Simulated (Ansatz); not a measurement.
# SnO2 (P4_2/mnm):V_O (site 1), thermodynamic levels from a 54-atom cell

Wanted: the transition levels of a vacancy in SnO2 (P4_2/mnm), from a cell of 54 host atoms with 1 O taken out.

Program: Ansatz 0.2.0. Level of theory: place-levels on r2SCAN runs: charge-transition levels and formation energies with image-charge correction and potential alignment at the atomic sites; PAW set soft_1. Results are calculated unless marked as measured.

**Measured values to reproduce.**

“Study on the Photocatalytic Properties of Flower-Shaped SnO2” (2022, pmc:9565917) quotes from earlier work for SnO2, rutile (bulk crystal): band gap (experimental gap quoted from earlier work) 3.6 eV [literature value quoted in passing in the paper's theory part; sample, method and …].

## (1) The structure

The cell holds 53 atoms: 18 Sn and 35 O. Cell: a = 10.639 Å, b = 6.728 Å, c = 9.602 Å, α = 90.0°, β = 90.0°, γ = 108.4°. It derives from SnO2 (space group P4_2/mnm). Nearest the centre at fractional (0.667, 0.527, 0.500): Sn21 at 2.06 Å, Sn24 at 2.07 Å, Sn41 at 2.07 Å, O27 at 2.61 Å, O35 at 2.92 Å, O53 at 2.92 Å, O50 at 2.92 Å, O32 at 2.92 Å.

As a file:

```xyz
53
Lattice="9.5155 4.7578 0.0000 -4.7578 4.7578 0.0000 0.0000 0.0000 9.6020" Properties=species:S:1:pos:R:3 pbc="T T T"
Sn   -2.3789    2.3789    1.6003
Sn    2.3789    2.3789    1.6003
Sn    2.3789    7.1366    1.6003
Sn    0.0000    0.0000    0.0000
Sn    0.0000    4.7578    0.0000
Sn    4.7578    4.7578    0.0000
O    -3.8345    3.8345    1.6003
O     0.9233    3.8345    1.6003
O     5.6810    3.8345    1.6003
O    -0.9233    0.9233    1.6003
O    -0.9233    5.6810    1.6003
O     3.8345    5.6810    1.6003
O     1.4556    1.4556    0.0000
O     1.4556    6.2134    0.0000
O     6.2134    6.2134    0.0000
O    -1.4556    3.3022    0.0000
O     3.3022    3.3022    0.0000
O     3.3022    8.0599    0.0000
Sn   -2.3789    2.3789    4.8010
Sn    2.3789    2.3789    4.8010
Sn    2.3789    7.1366    4.8010
Sn    0.0000    0.0000    3.2007
Sn    0.0000    4.7578    3.2007
Sn    4.7578    4.7578    3.2007
O    -3.8345    3.8345    4.8010
O     0.9233    3.8345    4.8010
O     5.6810    3.8345    4.8010
O    -0.9233    0.9233    4.8010
O    -0.9233    5.6810    4.8010
O     1.4556    1.4556    3.2007
O     1.4556    6.2134    3.2007
O     6.2134    6.2134    3.2007
O    -1.4556    3.3022    3.2007
O     3.3022    3.3022    3.2007
O     3.3022    8.0599    3.2007
Sn   -2.3789    2.3789    8.0017
Sn    2.3789    2.3789    8.0017
Sn    2.3789    7.1366    8.0017
Sn    0.0000    0.0000    6.4014
Sn    0.0000    4.7578    6.4014
Sn    4.7578    4.7578    6.4014
O    -3.8345    3.8345    8.0017
O     0.9233    3.8345    8.0017
O     5.6810    3.8345    8.0017
O    -0.9233    0.9233    8.0017
O    -0.9233    5.6810    8.0017
O     3.8345    5.6810    8.0017
O     1.4556    1.4556    6.4014
O     1.4556    6.2134    6.4014
O     6.2134    6.2134    6.4014
O    -1.4556    3.3022    6.4014
O     3.3022    3.3022    6.4014
O     3.3022    8.0599    6.4014
```

Screening for the image-charge correction: ε∞ = (4.60, 4.60, 4.91), ε0 = (13.48, 13.48, 10.42), from a response run on this crystal (DFPT, PBEsol) at that run's own cell.

The cell's shortest repeat is 6.7 Å.

## (2) What was run first

A transition level is the Fermi level at which two charge states cost the same, so each charge needs its own total energy, at its own relaxed structure.

Each atom starts 0.05 Å or so off its site in a random direction: a symmetric start keeps its symmetry, and would miss off-centre moves and Jahn–Teller distortions. Forces are taken at one point at (¼, ¼, ¼). The cell holds 1 electron more than the neutral one, with a uniform background that keeps it neutral on the whole. The electron count is odd, so at least one spin is unpaired; this run locks the moment at 1 μB.

The sampling was tested on the host first: at the k-points planned (1x1x1 shifted 0.25 0.25 0.25) its energy lies -0.001 eV an atom from the dense-mesh value, under the bound of 0.02 eV set for this test; that bounds the host's error, not the defect's.

One of the inputs; charge, spin and start change from state to state.

qm1_M1.relax/input.yaml

```yaml
crystal:
  lattice:
    - [9.51550307, 4.75775154, 0.0]
    - [-4.75775154, 4.75775154, 0.0]
    - [0.0, 0.0, 3.20068146]
  atoms:
    - { symbol: Sn, position: [0.0, 0.5, 0.5] }
    - { symbol: Sn, position: [0.33333333, 0.16666667, 0.5] }
    - { symbol: Sn, position: [0.66666667, 0.83333333, 0.5] }
    - { symbol: Sn, position: [0.0, 0.0, 0.0] }
    - { symbol: Sn, position: [0.33333333, 0.66666667, 0.0] }
    - { symbol: Sn, position: [0.66666667, 0.33333333, 0.0] }
    - { symbol: O, position: [0.0, 0.80594277, 0.5] }
    - { symbol: O, position: [0.33333333, 0.47260943, 0.5] }
    - { symbol: O, position: [0.66666667, 0.1392761, 0.5] }
    - { symbol: O, position: [0.0, 0.19405723, 0.5] }
    - { symbol: O, position: [0.33333333, 0.8607239, 0.5] }
    - { symbol: O, position: [0.66666667, 0.52739057, 0.5] }
    - { symbol: O, position: [0.20396184, 0.10198092, 0.0] }
    - { symbol: O, position: [0.53729518, 0.76864759, 0.0] }
    - { symbol: O, position: [0.87062851, 0.43531426, 0.0] }
    - { symbol: O, position: [0.12937149, 0.56468574, 0.0] }
    - { symbol: O, position: [0.46270482, 0.23135241, 0.0] }
    - { symbol: O, position: [0.79603816, 0.89801908, 0.0] }
  supercell: [1, 1, 3]
  defects: [{ vacancy: 29 }]
total_charge: -1
basis:
  ecutwfc: 500
  xc_grid: 2
hamiltonian:
  xc: r2scan
  pseudopotentials: { kind: paw, azcp: { folder: soft_1 } }
kpoints:
  mp_grid: { grid: [1, 1, 1], shift: [0.25, 0.25, 0.25] }
magnetization:
  spin_polarized: true
  initial_magnetization: 1
  spin_locking: { lock_magnetization: hard }
scf:
  occupations: { method: fixed }
  max_iter: 100
output:
  forces: true
  charged_corrections: { epsilon: [4.6, 4.6, 4.91], static_epsilon: [13.48, 13.48, 10.42] }
relax:
  f_tol: 0.02
  max_steps: 80
  random_displacement: { amplitude: 0.05, seed: 1025 }
checkpoint:
  write: "../qm1_M1.relax.run"
  compress: false
  write_wavefunctions: true
  write_every: 100000
```

Started as:

```console
$ ansatz run input.yaml --threads 4 --pin off --max-ram 15073MiB --backend cpu --events-out ev --progress --plain --runs-dir out
```

Defect states can disperse in a cell of this size, so the energy is taken again at a 2×2×2 shifted mesh, on the relaxed structure.

The run of this state that the levels use, under r2SCAN:

qm1_M1.point/input.yaml

```yaml
crystal:
  checkpoint: "../qm1_M1.relax.run"
  host: checkpoint
total_charge: -1
basis:
  ecutwfc: 500
  xc_grid: 2
hamiltonian:
  xc: r2scan
  pseudopotentials: { kind: paw, azcp: { folder: soft_1 } }
kpoints:
  mp_grid: { grid: [2, 2, 2], shift: [0.5, 0.5, 0.5] }
magnetization:
  spin_polarized: true
  initial_magnetization: 1
  spin_locking: { lock_magnetization: hard }
scf:
  occupations: { method: fermi_dirac, width: 0.01 }
  max_iter: 100
output:
  forces: true
  eigenvalues: true
  charged_corrections:
    epsilon: [4.6, 4.6, 4.91]
    static_epsilon: [13.48, 13.48, 10.42]
    defect_position: [0.666667, 0.527391, 0.5]
  eigenstates: { localisation: true }
  populations: true
  efg: {}
  band_densities: [{ bands: [v1, v1] }, { bands: [c1, c1] }]
  write_density: true
  write_potential: true
  volumetric_format: npy
checkpoint:
  read: "../qm1_M1.relax.run"
  write: "../qm1_M1.point.run"
  compress: false
  write_wavefunctions: false
  write_every: 100000
```

Started as:

```console
$ ansatz run input.yaml --threads 4 --pin off --max-ram 15073MiB --backend cpu --events-out ev --progress --plain --runs-dir out
```

Relaxations under r2SCAN at one point at (¼, ¼, ¼); times on 4 threads of Arm Neoverse V2, shared host:

```
charge  moment (μB)  occupations    outcome  steps  largest displacement against the far atoms (Å)     time
    −1            1        fixed  converged      9                                            0.20  5.5 min
     0            0        fixed  converged      6                                            0.07  1.7 min
    +1            1        fixed  converged      4                                            0.10  2.6 min
    +2            0        fixed  converged      5                                            0.25     81 s
```

Single points under r2SCAN at a 2×2×2 shifted mesh; times on 4 threads of Arm Neoverse V2, shared host:

```
charge  moment (μB)  occupations    outcome     time
    −1            1  fermi-dirac  converged  3.8 min
     0            0  fermi-dirac  converged     89 s
    +1            1  fermi-dirac  converged    3 min
    +2            0  fermi-dirac  converged     79 s
```

Distances (Å) from the ideal centre to the nearest atoms after relaxation with r2SCAN:

```
charge  moment (μB)       1.       2.       3.      4.      5.      6.
    −1            1  Sn 1.87  Sn 2.02  Sn 2.02  O 2.76  O 2.89  O 2.92
     0            0  Sn 1.99  Sn 2.00  Sn 2.01  O 2.66  O 2.88  O 2.89
    +1            1  Sn 2.11  Sn 2.13  Sn 2.17  O 2.53  O 2.85  O 2.86
    +2            0  Sn 2.26  Sn 2.26  Sn 2.31  O 2.40  O 2.82  O 2.82
```

## (3) Levels against the band edges, r2SCAN

A charged cell interacts with its images and the background, and its potential has another zero than the host's. place-levels removes the first by a point-charge model, screened by the static dielectric constant since the ions have relaxed around the charge, and the second by comparing potentials at atoms far from the defect.

The host is a run of the defect-free crystal in the same cutoffs, grids and k-points, so that basis and sampling errors cancel in part in the differences. Its band edges come from a run of the primitive cell that searches the zone for them. The host is run in a cell of 18 atoms on a matching mesh. Chemical potentials are energies per atom of O (O2 molecule), run with the same functional and cutoff.

levels.point.yaml

```yaml
host:
  run: host.point.run
  levels_from: { run: edges.point.run }
states: [qm1_M1.point.run, q0.point.run, qp1_M1.point.run, qp2.point.run]
geometry_from:
  qm1_M1.point.run: qm1_M1.relax.run
  q0.point.run: q0.relax.run
  qp1_M1.point.run: qp1_M1.relax.run
  qp2.point.run: qp2.relax.run
  host.point.run: host.relax.run
chemical_potentials:
  O:
    energy: -565.989614
    dataset: <sha256 of the dataset>
epsilon: [4.6, 4.6, 4.91]
static_epsilon: [13.48, 13.48, 10.42]
vertical:
  - { from: qm1_M1.point.run, to: qm1_M1.point_neutral.run }
  - { from: qp1_M1.point.run, to: qp1_M1.point_neutral.run }
  - { from: qp2.point.run, to: qp2.point_neutral.run }
```

Started as:

```console
$ ansatz place-levels levels.point.yaml -- --threads 4 --pin off --max-ram 15073MiB
```

The runs that follow: the same at the relaxations' own k-points.

What does the calculation give for the gap of the host, level (plus 2/plus 1) and level (plus 1/0)?

Of the charges placed (−1, 0, +1 and +2), the lowest changes at 1.40 eV (+2/+1) and 1.51 eV (+1/0) above the valence top, in a gap of 1.80 eV. Charges above +2 were not placed, so these runs say nothing of levels that involve them. States placed: +2 at 0 μB; +1 at 1 μB; 0 at 0 μB; −1 at 1 μB. Other spin states or structures, where not listed, weren't placed.

```
gap of the host                                                             : 1.80 eV (r2SCAN)
level (plus 2/plus 1)                                                       : 1.40 eV above the valence top
level (plus 1/0)                                                            : 1.51 eV above the valence top
level (0/minus 1)                                                           : 2.03 eV above the valence top, past the conduction bottom (3.33 eV above the valence top without the band-filling term)
lowest of the charges placed, just above the valence top (0.02 eV)          : +2
lowest of the charges placed, just below the conduction bottom (0.02 eV)    : 0
lowest formation energy at mid-gap of the charges run, elemental references : 3.48 eV
```

The program finds carriers beyond a band edge of the host and adds a band-filling term at charge −1 (-1.30 eV); steps to such a charge show no bound level, and a defect level inside a band would be read the same way. Going from one point at (¼, ¼, ¼) to a 2×2×2 shifted mesh moves the levels that carry no band-filling term by up to 0.03 eV and formation energies against the elements by up to 0.06 eV; band-filling terms, which differ between samplings, are in these energies. Keep in mind: the images are only 6.7 Å apart; r2SCAN makes the gap too small and tends to spread out bound carriers; where a gas molecule sets a chemical potential or the host's formation energy, its binding is uncorrected; spin–orbit coupling, which can matter with heavy atoms, is left out; force components of up to 0.24 eV/Å remain in a run at the final settings.

Comparison with the measured values:

| quantity | measured | r2SCAN |
| --- | --- | --- |
| band gap (least gap of the host) (eV) | 3.6 | 1.80 (-1.80 eV) |

Measured values from pmc:9565917 (2022).

Verdict: The band gap is off by -1.80 eV. Local and semilocal functionals usually give gaps below the measured ones. Spin-orbit coupling, left out here, can change the gap with such heavy elements. Zero-point and thermal motion shift the measured gap.

[Logs are printed without paths, hosts, clocks, repeated set-up lines and the standing remarks that a program may print on its own settings, such as how far it seeks lower states.]

[Hosts, paths, dates, database ids (printed as entryN), source tags and the programs' standing remarks are cut or masked in the printed files.]

[Where a table of states has a column of steps, it counts the stored structures, which are thinned; the runs took as many ionic steps or more.]

[A defect's name tells the site on which it was built; relaxed atoms can leave that site.]

[For some hosts the program warned that the k-mesh of the response run may be too coarse for force constants and the static dielectric constant; such warnings are not shown here.]
